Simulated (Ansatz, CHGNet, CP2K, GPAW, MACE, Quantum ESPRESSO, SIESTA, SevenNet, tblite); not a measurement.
# Codes compared on Al54Cu46 (at. %) with crystalline order left by the classical run (111 atoms)

Aim: run Al54Cu46 (at. %) with crystalline order left by the classical run (111 atoms) in several programs and set results and cost side by side. A plane-wave run serves as the reference.

Main program and level: Quantum ESPRESSO 7.5; Kohn-Sham DFT, PBE, SSSP efficiency 1.3.0 pseudopotentials, plane waves.

In doubt: a PseudoDojo file used here is known to give poor structures and forces (SIESTA), which bears on pressures, cells, forces and phonons.

### 1. The starting structure

The cell holds 111 atoms: 60 Al and 51 Cu. Its edges and angles: a = 11.739 Å, b = 11.739 Å, c = 11.739 Å, α = 90.0°, β = 90.0°, γ = 90.0°. 111 atoms (60 Al, 51 Cu) placed at random at 4.5 g/cm³, melted at 1800 K for 10 ps at fixed volume with the EAM Al-Cu potential (Cai and Ye, Phys. Rev. B 54, 8398 (1996)). Quenched from 1300 K to 300 K at 500 K/ps and zero pressure, held 5 ps, then minimised at fixed cell. Then every atom was moved at random, 0.03 Å r.m.s. a Cartesian component.

### 2. Reference: Quantum ESPRESSO, plane waves

File pw.in:

```
&control
  calculation = 'scf'
  pseudo_dir = './pseudo'
  outdir = './tmp'
  disk_io = 'none'
  tprnfor = .true.
  tstress = .true.
/
&system
  ibrav = 0
  nat = 111
  ntyp = 2
  ecutwfc = 60
  ecutrho = 480
  nosym = .true.
  occupations = 'smearing'
  smearing = 'fd'
  degauss = 0.003675
/
&electrons
  conv_thr = 5.5e-07
  electron_maxstep = 100
  mixing_beta = 0.2
  mixing_mode = 'local-TF'
  diagonalization = 'david'
/
ATOMIC_SPECIES
Al 26.982 Al.upf
Cu 63.546 Cu.upf
CELL_PARAMETERS angstrom
11.73944 0.00000 0.00000
0.00000 11.73944 0.00000
0.00000 0.00000 11.73944
ATOMIC_POSITIONS crystal
Al 0.01001 0.48354 0.82726
Al 0.31973 0.83173 0.81248
Al 0.03924 0.71307 0.46516
Al 0.19090 0.22707 0.05914
Al 0.21116 0.17393 0.64760
Al 0.61996 0.82058 0.56773
Al 0.75800 0.69480 0.02258
Al 0.60136 0.72512 0.18580
Al 0.32095 0.93118 0.30510
Al 0.60521 0.05322 0.61717
Al 0.87982 0.90424 0.92857
Al 0.06027 0.36279 0.61208
[... 95 atom lines left out ...]
Cu 0.62053 0.56538 0.90506
Cu 0.31921 0.30136 0.26769
Cu 0.05648 0.07433 0.96814
Cu 0.87529 0.31815 0.77890
K_POINTS gamma
```

Launch:

```sh
$ OMP_NUM_THREADS=1 mpirun -np 4 pw.x -in pw.in > output.txt
```

What it wrote:

```text
Program PWSCF
     gamma-point specific algorithms are used
     one sub-group per band group will be used
     scalapack distributed-memory algorithm (size of sub-group:  2*  2 procs)
     Parallelization info
     sticks:   dense  smooth     PW     G-vecs:    dense   smooth      PW
     Min        4698    2350    589               484717   171338   21419
     Max        4700    2351    592               484724   171343   21424
     Sum       18797    9401   2361              1938887   685365   85687
     bravais-lattice index     =            0
     lattice parameter (alat)  =      22.1843  a.u.
     unit-cell volume          =   10917.8907 (a.u.)^3
     number of atoms/cell      =          111
     number of atomic types    =            2
     number of electrons       =       741.00
[... lines left out ...]
     scf convergence threshold =      5.5E-07
[... lines left out ...]
     number of k points=     1  Fermi-Dirac smearing, width (Ry)=  0.0037
[... lines left out ...]
     total energy              =  -13237.78138023 Ry
[... lines left out ...]
     total energy              =  -13237.44253544 Ry
[... lines left out ...]
     total energy              =  -13237.67910236 Ry
[... lines left out ...]
     total energy              =  -13237.69520893 Ry
[... lines left out ...]
     total energy              =  -13237.69521012 Ry
[... lines left out ...]
     0.7804   0.9555   0.9895   1.0143   1.0999   1.1755   1.1941   1.2585
     1.3521   1.4252   1.4657   1.9183   1.9524   2.0597   2.2160   2.2469
[...]
12.1329  12.1672  12.2696  12.3923  12.4437  12.5224  12.5955  12.6319
    12.6855  12.7491  12.9681  13.0194  13.1039  13.1499  13.1821  13.1970
    13.2192  13.2784  13.2959  13.3782  13.4314
     the Fermi energy is     9.7778 ev
!    total energy              =  -13237.69521013 Ry
     total all-electron energy =   -197947.130175 Ry
     estimated scf accuracy    <       0.00000022 Ry
     smearing contrib. (-TS)   =      -0.03146950 Ry
     internal energy E=F+TS    =  -13237.66374063 Ry
     The total energy is F=E-TS. E is the sum of the following terms:
     one-electron contribution =   -3321.89668284 Ry
     hartree contribution      =    2540.11886823 Ry
     xc contribution           =   -2430.07090683 Ry
     ewald contribution        =   -3362.76943793 Ry
     one-center paw contrib.   =   -6663.04558125 Ry
     convergence has been achieved in  13 iterations
     Forces acting on atoms (cartesian axes, Ry/au):
     atom    1 type  1   force =    -0.02316908   -0.04571059   -0.02680787
     atom    2 type  1   force =     0.01838028   -0.00987795   -0.00912528
     atom    3 type  1   force =    -0.02512879   -0.00776210   -0.00831065
[...]
atom  110 type  2   force =     0.00642794   -0.00625464   -0.00395328
     atom  111 type  2   force =     0.02782480    0.02992883    0.01432690
     Total force =     0.239122     Total SCF correction =     0.001465
     Computing stress (Cartesian axis) and pressure
          total   stress  (Ry/bohr**3)                   (kbar)     P=      -14.23
  -0.00008261  -0.00002036   0.00002689          -12.15       -3.00        3.96
  -0.00002036  -0.00011319  -0.00000095           -3.00      -16.65       -0.14
   0.00002689  -0.00000095  -0.00009437            3.96       -0.14      -13.88
     Message from routine punch:
     Nothing written, as per user request (disk_io='none')
```

The job ended after 7.8 min (4 MPI ranks of Arm Neoverse V2, shared host; peak memory 7.5 GiB).

Banners and routine set-up lines are dropped from the logs; longer cuts are marked.

Numbers from this run:

| Item | Value |
| --- | --- |
| r.m.s. force component | 0.3369 eV/Å |
| longest force | 1.487 eV/Å |
| pressure | -1.423 GPa |

### 3. The other programs

The programs:
- CHGNet: machine-learned potential, published weights.
- CP2K 2026.2: Gaussian basis with GTH pseudopotentials and a plane-wave density; labels give functional, basis (MOLOPT sets; SR short-range, UZH the newer set with its own potentials), grid cutoff/relative cutoff and solver (OT: orbital transformation; TRS4, TC2, SIGN: linear-scaling purification with its sparsity filter), or its built-in tight binding.
- GPAW 26.7.0: PAW with atomic orbitals (LCAO), plane waves or a real-space grid of spacing h.
- MACE: machine-learned potential, published weights.
- SIESTA 5.4.2: numerical atomic orbitals, whose automatically made sets are far from complete, with PseudoDojo norm-conserving potentials that we converted to its format (checked against plane waves on the same files for H, C, O, Si, Ge and Ca alone); labels give functional, basis size, energy shift and mesh cutoff.
- SevenNet: machine-learned potential, published weights.
- tblite 0.8.0: extended tight binding, driven from Python.

All use the same cell and atoms; the electronic-structure runs use the same k-mesh, and an electronic temperature of 580 K (0.05 eV) where levels are smeared.

Differences are against the plane-wave reference, forces as r.m.s. over components; share is that over the reference's r.m.s. force, slope the least-squares factor from reference forces to these. Total energies of different programs have different zeros and aren't compared.

| run | Δ force, r.m.s. (meV/Å) | share (%) | slope | Δ pressure (GPa) | cores | CPU time | memory (GiB) |
| --- | --- | --- | --- | --- | --- | --- | --- |
| reference | - | - | - | - | 4 | 31 min | 7.5 |
| CHGNet 0.3.0 potential | 153 | 45.3 | 0.804 | -1.56 | 1 | 3.8 s | 1.8 |
| CP2K PBE, DZVP-MOLOPT-SR, 800/50 Ry, diagonalisation | 28.7 | 8.53 | 0.996 | 0.638 | 4 | 18 min | 9.7 |
| CP2K PBE, SZV-MOLOPT-SR, 800/50 Ry, diagonalisation (coarse) | 143 | 42.5 | 1.131 | 8.38 | 2 | 7.5 min | 5.5 |
| GPAW PBE, LCAO dzp, h 0.2 Å | 24.3 | 7.20 | 1.002 | - | 2 | 15 min | 3.0 |
| GPAW PBE, LCAO dzp, h 0.2 Å, other mixer settings | 24.6 | 7.31 | 1.002 | - | 2 | 18 min | 3.0 |
| GPAW PBE, LCAO sz(dzp), h 0.2 Å (coarse) | 195 | 58.0 | 1.031 | - | 1 | 2.5 min | 1.9 |
| GPAW PBE, LCAO szp(dzp), h 0.2 Å (coarse) | 62.9 | 18.7 | 0.975 | - | 1 | 9.9 min | 2.5 |
| MACE MP-0b2 small potential | 146 | 43.3 | 0.863 | -1.65 | 1 | 5.8 s | 0.67 |
| SIESTA PBE, DZ, shift 0.01 Ry, mesh 500 Ry (coarse) | 159 | 47.2 | 1.005 | 4.58 | 2 | 11 min | 2.5 |
| SIESTA PBE, DZP, shift 0.01 Ry, mesh 500 Ry | 35.5 | 10.5 | 1.007 | -0.829 | 4 | 29 min | 4.6 |
| SIESTA PBE, DZP, shift 0.02 Ry, mesh 500 Ry | 96.3 | 28.6 | 1.163 | -4.01 | 4 | 19 min | 3.7 |
| SevenNet 0 potential | 148 | 43.8 | 0.884 | -1.84 | 1 | 6.8 s | 1.0 |
| tblite GFN1-xTB | 561 | 167 | -0.009 | 25.7 | 1 | 16 s | 0.22 |
| tblite IPEA1-xTB | 570 | 169 | 0.261 | 38.0 | 1 | 15 s | 0.22 |

Rows marked coarse use a setting chosen to be so.

Times of the machine-learned potentials are mostly Python's start and the loading of weights.

CPU time is summed over cores on a shared host, where runs went side by side, so it is rough. Symmetry, cutoffs, thresholds, outputs and thread counts weren't matched or tuned between programs; memory under MPI is the largest rank's times the ranks.

Runs without a result: CP2K GFN1-xTB, diagonalisation (not converged, the SCF not settling).

Mean charges by element (e), by run and scheme:

| run | scheme | Al | Cu |
| --- | --- | --- | --- |
| CP2K PBE, DZVP-MOLOPT-SR, 800/50 Ry, diagonalisation | Mulliken | +0.46 | -0.54 |
| SIESTA PBE, DZP, shift 0.01 Ry, mesh 500 Ry | Hirshfeld | -0.25 | +0.29 |
| SIESTA PBE, DZP, shift 0.02 Ry, mesh 500 Ry | Hirshfeld | -0.30 | +0.35 |
| tblite GFN1-xTB | Mulliken | +0.37 | -0.44 |
| tblite IPEA1-xTB | Mulliken | +0.32 | -0.38 |

Within one program, basis, potentials and functional, energies share a zero. Each run against its twin at the usual cutoff or grid and solver:

| run | twin | Δ energy (meV/atom) | Δ force, r.m.s. (meV/Å) | CPU time over the twin's |
| --- | --- | --- | --- | --- |
| GPAW PBE, LCAO dzp, h 0.2 Å, other mixer settings | LCAO dzp, h 0.2 Å | 1.0e-4 | 1.82 | 1.2 |

### 4. Summary of results

```yaml
reference_r_m_s_force_component: 0.337 eV/Å
nearest_in_forces: GPAW PBE, LCAO dzp, h 0.2 Å, 7.2 %
farthest_in_forces: tblite IPEA1-xTB, 169 %
cheapest_electronic_structure_run_beside_the_reference: tblite IPEA1-xTB, 15 s of CPU time
```

What this shows: The PBE runs in local orbitals, coarse settings apart, differ by 7.2 % (GPAW PBE, LCAO dzp, h 0.2 Å) to 29 % (SIESTA PBE, DZP, shift 0.02 Ry, mesh 500 Ry); basis, grid and potentials can all enter. Tight binding differs by 167 % (tblite GFN1-xTB) to 169 % (tblite IPEA1-xTB); it is another model, with fitted parameters of its own, and the xTB methods hold dispersion. Machine-learned potentials differ by 43 % (MACE MP-0b2 small potential) to 45 % (CHGNet 0.3.0 potential); they were trained on other programs' data. Among those trained on PBE data the slope goes as low as 0.80, with a correlation of 0.89, so directions differ as well as sizes. IPEA1-xTB was fitted to ionisation energies and electron affinities, not to forces or charges. Runs with settings chosen to be coarse differ by 19 % (GPAW PBE, LCAO szp(dzp), h 0.2 Å) to 58 % (GPAW PBE, LCAO sz(dzp), h 0.2 Å), their programs' other errors included. Of the electronic-structure runs that take under half the reference's CPU time, GPAW PBE, LCAO dzp, h 0.2 Å comes nearest, at 7.2 % in 15 min against 31 min. SIESTA PBE, DZP, shift 0.02 Ry, mesh 500 Ry stiffens the forces by a factor of 1.16 while following their directions (correlation 0.980); the slopes of the 3 SIESTA runs lie between 1.01 and 1.16. In pressure, CP2K PBE, SZV-MOLOPT-SR, 800/50 Ry, diagonalisation misses by +8.4 GPa, at the same functional. Charges hang on model, scheme and program or settings: among these rows the mean for Cu runs from -0.54 to +0.35 e, even in sign. In the reference: levels near the Fermi energy are neither full nor empty under the smearing, so no gap is quoted. Periodic xTB results under one method name differ between programs and library versions. The potentials hold different valence shells: 741 electrons in the reference, 1149 in SIESTA; this bears on time and differences. The reference's pressure holds the uncorrected Pulay stress of its 60 Ry basis, so small pressure differences, and their order, may be the reference's own error. A potential file of the SIESTA runs is in doubt, which bears on their forces and pressure. The electron count is odd in these runs, and they have no spin polarisation, so the unpaired electron is spread evenly over both spins. Machine-learned potentials mimic data converged in k, so the reference's own k-point error enters their differences. The quench rate of 500 K/ps is many orders above laboratory rates, so the cell is likely richer in defects and strain than a real sample. The network of bonds at the start is that of the classical potential that made the cell, and needn't be the one that DFT or experiment would give. The electronic-structure runs sample only Γ, in a cell whose shortest periodic width is 12 Å, which is coarse for a cell with partly filled levels.

[Long decimals in the printed logs are rounded to 6 places.]

[Also dropped from logs without a mark: lines with file paths, logging warnings of Python, QE's lines on negative density and diagonalisation, SIESTA's first energy breakdown, zero terms and Voronoi charges.]

[Logs are printed without paths, hosts, clocks, repeated set-up lines and the standing remarks that a program may print on its own settings, such as how far it seeks lower states.]

[Hosts, paths, dates, database ids (printed as entryN), source tags and the programs' standing remarks are cut or masked in the printed files.]

[Not all failed runs are listed: runs killed by the host, ended in a Python traceback or in CONQUEST's support-function errors, and SIESTA runs with faulty potentials for Cu, Fe, Ni or Zn are left out.]
